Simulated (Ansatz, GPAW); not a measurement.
# Work function of a 7-layer slab of Au(111) at several levels, part 3 of 3

How far do functional and basis move the work function of a 7-layer slab of Au(111)?

GPAW 26.7.0 and Ansatz 0.2.0; Ansatz plane waves; slab in vacuum with a dipole correction, relaxation (the session's first sound run).

So far, upper work function (eV): step 2 (relaxation, PBE) 5.24; step 7 (OptPBE vdW: xc = "optPBE-vdW", GPAW, PAW setups, GPAW) 5.38; step 8 (self-consistent run: xc = "revPBE") 5.07; step 9 (real-space grid: mode = "fd", PBE, GPAW) 5.23; step 10 (atomic orbitals: mode = "lcao", PBE, GPAW) 4.88.

### Step 12. A second plane-wave code

A second program with its own datasets checks the number independently.

This step: Ansatz plane waves; slab in vacuum with a dipole correction (Ansatz 0.2.0).

Contents of input.yaml:

```yaml
crystal:
  lattice:
    - [2.8849956672, 0.0, 0.0]
    - [1.4424978336, 2.4984795376, 0.0]
    - [0.0, 0.0, 32.1335345898]
  atoms:
    - { symbol: Au, position: [0.0, 0.0, 0.2800812334] }
    - { symbol: Au, position: [0.3333333333, 0.3333333333, 0.3533874889] }
    - { symbol: Au, position: [0.6666666667, 0.6666666667, 0.4266937445] }
    - { symbol: Au, position: [0.0, 0.0, 0.5034746158] }
    - { symbol: Au, position: [0.3333333333, 0.3333333333, 0.5801957004] }
    - { symbol: Au, position: [0.6666666667, 0.6666666667, 0.6562706291] }
    - { symbol: Au, position: [0.0, 0.0, 0.733992866] }
kpoints:
  mp_grid: { grid: [13, 13, 1] }
hamiltonian:
  xc: pbe
scf:
  occupations: { method: fermi_dirac, width: 0.1 }
efield:
  axis: 3
  dipole_correction: true
  ramp_width: 0.05
output:
  forces: true
  write_potential: true
  write_density: true
  volumetric_format: npy
```

On the command line:

```
> ansatz run input.yaml --threads 4 --pin off --max-ram 8192MiB --backend cpu --events-out ev --progress --plain --runs-dir out
```

Numbers of over 12 decimals in the logs are rounded to 6 here.

The program printed:

```text
[...]
Crystal: 7 atoms, lattice volume = 231.622 Å³
Basis set: ecut = 420 eV, 4535 PW (Γ), exchange–correlation on 40×40×432 points (8 copies of the dense FFT grid, shifted against one another)
Bands: 80, of which v1, the nominal top of the filled ones, is band 67 counted from 1 (66 counted from 0)
Symmetry: 6 space group operations
[...]
k-points: 21 of 169 (time reversal used)
[...]
SCF iter   1: F=—  HF=-92044.718615 eV  |F-HF|=—  |Δ(HF+E_count)|=         —  Δρ=4.13e-3  dr2=1.73e0  ethr=1.77e-3  p=0.000 e·Å  D=6.43e-5 V/Å  ΔV_dip=-0.00 eV  dr2_dipole=5.48e-2  V_vac-E_F(+/−)=4.60/4.61 eV  ⟨swp⟩=7.6  Hψ=6846  notcnv=0  defer=45
[...]
SCF iter   8: F=-92044.666280 eV  HF=-92044.666280 eV  |F-HF|=2.05e-8  |Δ(HF+E_count)|=   3.74e-8  Δρ=2.45e-6  dr2=1.31e-8  ethr=7.52e-11  p=-0.004 e·Å  D=-2.95e-3 V/Å  ΔV_dip=0.09 eV  dr2_dipole=1.52e-10  V_vac-E_F(+/−)=5.24/5.14 eV  ⟨swp⟩=21.4  Hψ=14587  notcnv=0
SCF 1 converged in 8 iterations: F = -92044.666280 eV  dr2 = 1.31e-8
[...]
SCF converged after 8 iterations
Free energy (F): -92044.666280 eV
[...]
Internal energy: -92044.604188 eV  (E = F + TS)
E sigma→0 (E₀):  -92044.635234 eV
Entropy (-TS):   -0.062092 eV (-8.870 meV/atom)
Fermi energy:    8.067747 eV
Dipole field:    D = -0.002934 V/Å  (p = -0.003755 e·Å, saw-weighted, corrected)
Work function:   Φ+ = 5.2367 eV   Φ− = 5.1424 eV
[...]
--- Forces (eV/Å), atoms counted from 1 ---
  atom   1  Au    -0.00000000     0.00000000    -0.47342023
  atom   2  Au     0.00000000     0.00000000     0.09479141
  atom   3  Au     0.00000000    -0.00000000     0.37585588
  atom   4  Au    -0.00000000    -0.00000000     0.00064276
  atom   5  Au     0.00000000    -0.00000000    -0.00517695
  atom   6  Au     0.00000000    -0.00000000     0.00382263
  atom   7  Au    -0.00000000    -0.00000000     0.00348096
  max |Σ_I F_I| component: 3.53e-6 eV/Å
--- Band table (eV; the first three rows and the last of 21) ---
  k-point 0: bands = [... 63 lower, 5.7191, 5.7191, 6.0026, 6.0026, 6.0802, 6.0802, 7.3663, 7.8693, ... 9 higher]
  k-point 1: bands = [... 63 lower, 5.7081, 5.7182, 5.8971, 6.0057, 6.0856, 6.4761, 7.7877, 8.4388, ... 9 higher]
  k-point 2: bands = [... 63 lower, 5.6606, 5.7111, 6.0106, 6.0997, 6.2898, 7.2038, 8.5340, 9.5966, ... 9 higher]
  k-point 20: bands = [... 63 lower, 9.9146, 10.3356, 10.9583, 11.2732, 11.3144, 11.5777, 11.7104, 12.3357, ... 9 higher]
```

It took 12 s on 4 threads of Intel Xeon Platinum 8488C (Sapphire Rapids), shared host; peak memory 0.84 GiB; 42 s of CPU time.

Numbers from this step:

| Item | Value |
| --- | --- |
| upper work function | 5.237 eV |
| lower work function | 5.142 eV |
| dipole along the normal | -0.003755 e·Å |
| dipole field | -0.002934 V/Å |
| vacuum level above | 13.30 eV |

The electrostatic potential energy of an electron (with the applied field's), less the Fermi level, planar mean oscillates, so the rows of the table below give means over windows of 2.38 Å about each position, cut where the curve ends. Its maxima inside the range that stand out by 2 % of the span (Å: eV): 10.1: 0.345, 12.5: 0.272, 14.9: 0.951, 17.4: 1.07, 19.9: 0.916, 22.3: 1.41. Its minima: 9.1: -16.8, 11.3: -17.2, 13.7: -17.2, 16.2: -17.1, 18.6: -17.1, 21.1: -17.0, 23.7: -16.7.

Electrostatic potential energy of an electron (with the applied field's), less the Fermi level, planar mean against z; means over each step:

```csv
z (Å),"electrostatic potential energy of an electron (with the applied field's), less the Fermi level, planar mean (eV)"
1.19,5.16
3.57,5.14
5.95,5.09
8.33,-6.00
10.71,-8.70
13.09,-8.77
15.47,-8.01
17.85,-7.95
20.23,-7.98
22.61,-7.35
24.99,0.363
27.37,5.23
29.75,5.24
```

The valence density, planar mean oscillates, so the rows of the table below give means over windows of 2.45 Å about each position, cut where the curve ends. Its maxima inside the range that stand out by 2 % of the span (Å: e/Å³): 9.1: 2.32, 11.3: 2.34, 13.7: 2.35, 16.2: 2.35, 18.6: 2.34, 21.1: 2.35, 23.7: 2.32. Its minima: 10.1: 0.251, 12.5: 0.249, 14.9: 0.213, 17.4: 0.209, 19.9: 0.221, 22.3: 0.197.

Table of valence density, planar mean by z; means over each step:

```csv
z (Å),"valence density, planar mean (e/Å³)"
3.68,4.9e-6
6.12,0.00423
8.58,1.02
11.03,1.09
13.47,1.09
15.93,1.07
18.38,1.07
20.83,1.08
23.28,1.07
25.73,0.0378
28.18,3.4e-5
```

Force by atom:

```csv
atom,x (eV/Å),y (eV/Å),z (eV/Å),size
Au1,0.000,0.000,-0.473,0.473
Au2,0.000,0.000,0.095,0.095
Au3,0.000,0.000,0.376,0.376
Au4,0.000,0.000,0.001,0.001
Au5,0.000,0.000,-0.005,0.005
Au6,0.000,0.000,0.004,0.004
Au7,0.000,0.000,0.003,0.003
```

The upper face's work function is 5.237 eV, against 5.232 eV in the first plane-wave PBE run at this geometry.

### Step 13. Side by side

Results and costs are gathered.

This step: comparison of work functions, dipole and cost (GPAW 26.7.0).

Ladder, by row:

```csv
step,code,"work function, upper (eV)","work function, lower (eV)",dipole (e Å),wall time (s),peak memory (GiB),threads
pw,GPAW,5.232,5.137,-0.004072,290.5,0.27,1
RPBE,GPAW,5.05,4.955,-0.004081,241.3,0.27,1
vdW-DF2,GPAW,5.523,5.434,-0.003841,314,0.43,1
LDA,GPAW,5.656,5.559,-0.004142,276,0.27,1
optPBE-vdW,GPAW,5.378,5.286,-0.00396,224.6,0.43,1
revPBE,GPAW,5.073,4.978,-0.004092,188.9,0.27,1
fd,GPAW,5.23,5.136,-0.003449,867.4,0.88,1
lcao,GPAW,4.885,4.793,-0.003321,204.8,0.29,1
ansatz,Ansatz,5.237,5.142,-0.003755,11.85,0.838,4
```

### Step 14. A changed run

One more run, with changed settings.

This step: GPAW, PAW setups; slab in vacuum (GPAW 26.7.0).

Contents of run.py:

```python
import json
import numpy as np
from ase import Atoms
from gpaw import GPAW, PW

slab = Atoms(
    ['Au', 'Au', 'Au', 'Au', 'Au', 'Au', 'Au'],
    positions=[
        [0.00000, 0.00000, 9.00000],
        [1.44250, 0.83283, 11.35559],
        [2.88500, 1.66565, 13.71118],
        [0.00000, 0.00000, 16.17842],
        [1.44250, 0.83283, 18.64374],
        [2.88500, 1.66565, 21.08829],
        [0.00000, 0.00000, 23.58579]],
    cell=[[2.885, 0.0, 0.0], [1.4425, 2.49848, 0.0], [0.0, 0.0, 32.13353]],
    pbc=[True, True, False])

slab.calc = GPAW(mode=PW(400), xc='PBE', kpts={'size': (13, 13, 1), 'gamma': True},
                 occupations={'name': 'fermi-dirac', 'width': 0.1}, nbands='140%',
                 convergence={'density': 1e-05}, maxiter=50,
                 poissonsolver={'dipolelayer': 'xy'},
                 symmetry={'tolerance': 1e-3}, txt='slab.txt')
result = {}
energy = slab.get_potential_energy()
fermi = slab.calc.get_fermi_level()
v = slab.calc.get_electrostatic_potential().mean((0, 1)) - fermi
n = slab.calc.get_pseudo_density().mean((0, 1))
L = slab.cell[2, 2]
z = np.arange(len(v)) * L / len(v)
low, high = slab.positions[:, 2].min(), slab.positions[:, 2].max()
below, above = np.interp([low - 1.0, high + 1.0], z, v)
slopes = [np.interp(x, z, np.gradient(v, z)) for x in (low - 1.0, high + 1.0)]
eps = np.array([[slab.calc.get_eigenvalues(k, s) for k in range(len(slab.calc.get_ibz_k_points()))]
                for s in range(slab.calc.get_number_of_spins())]) - fermi
top, bottom = eps[eps < 0].max(), eps[eps > 0].min()
dipole = slab.get_dipole_moment()[2]
print(f'energy {energy:.4f} eV, Fermi level {fermi:.4f} eV, dipole {dipole:.5f} e A')
print(f'potential 1.0 A off the faces, from the Fermi level: lower {below:.4f} eV, upper {above:.4f} eV')
print(f'slope of the potential there: lower {slopes[0]:.5f}, upper {slopes[1]:.5f} eV/A')
print(f'nearest levels on the mesh: {top:.4f} and {bottom:.4f} eV')
print('magnetic moment', round(slab.get_magnetic_moment(), 3))
result.update(energy=energy, fermi=fermi, dipole=dipole, below=below, above=above, slopes=slopes, edges=[top, bottom],
              z=z.tolist(), v=v.tolist(), n=n.tolist(), positions=slab.positions.tolist(),
              forces=slab.get_forces(apply_constraint=False).tolist(), moments=slab.get_magnetic_moments().tolist())
json.dump(result, open('result.json', 'w'))
```

On the command line:

```
> OMP_NUM_THREADS=1 OPENBLAS_NUM_THREADS=1 python run.py
```

The program printed:

```text
energy -21.2164 eV, Fermi level 2.5687 eV, dipole -0.00406 e A
potential 1.0 A off the faces, from the Fermi level: lower 0.9704 eV, upper 1.0886 eV
slope of the potential there: lower -12.31463, upper 12.30821 eV/A
nearest levels on the mesh: -0.0726 and 0.1661 eV
magnetic moment 0.0
```

Elapsed: 3.9 min, on 1 thread; peak memory 0.27 GiB.

The run finished. A setting was moved off its sound value on purpose, so it serves as a test and not as the result.

The fault put into the input: the potential probed 1 A off the face (probe = 1.0).

### Step 15. Results

| Item | Value |
| --- | --- |
| work function, upper and lower face | 5.232 and 5.137 eV |
| dipole along the normal | -0.00407 e Å |

**Reading.** With plane waves and PBE the work function is 5.23 eV on the upper face and 5.14 eV on the lower. The two faces differ by 0.094 eV, the step that the slab's dipole makes (e p/(ε0 A) gives 0.10 eV), so the dipole layer is needed. The lowest atoms were held at bulk positions, which alone makes the faces unlike. The measured value for this face is 5.33 eV (as compiled in "Properties of real metallic surfaces: Effects of density functional semilocality and van der Waals nonlocality", 2017, arxiv:1702.08515); the relaxed upper face lies 0.098 eV under it with PBE, and optPBE-vdW comes nearest (5.38 eV). Measured work functions scatter by a tenth of an eV or more between methods. The clean face reconstructs (W and Mo (100) only when cold), while this slab is an unreconstructed 1×1 cell, so the two are not the same surface. Over the sound runs of the table the upper face's work function spans 4.885 (lcao) to 5.656 eV (LDA). Atomic orbitals miss the plane-wave value by -0.35 eV, since they describe the tail of the density in the vacuum poorly. The two plane-wave codes differ by 0.0050 eV on the upper face. The in-plane lattice was kept as typed, which isn't the functional's own and leaves some strain; spin-orbit coupling and temperature are left out.

[Logs are printed without paths, hosts, clocks, repeated set-up lines and the standing remarks that a program may print on its own settings, such as how far it seeks lower states.]

[Hosts, paths, dates, database ids (printed as entryN), source tags and the programs' standing remarks are cut or masked in the printed files.]
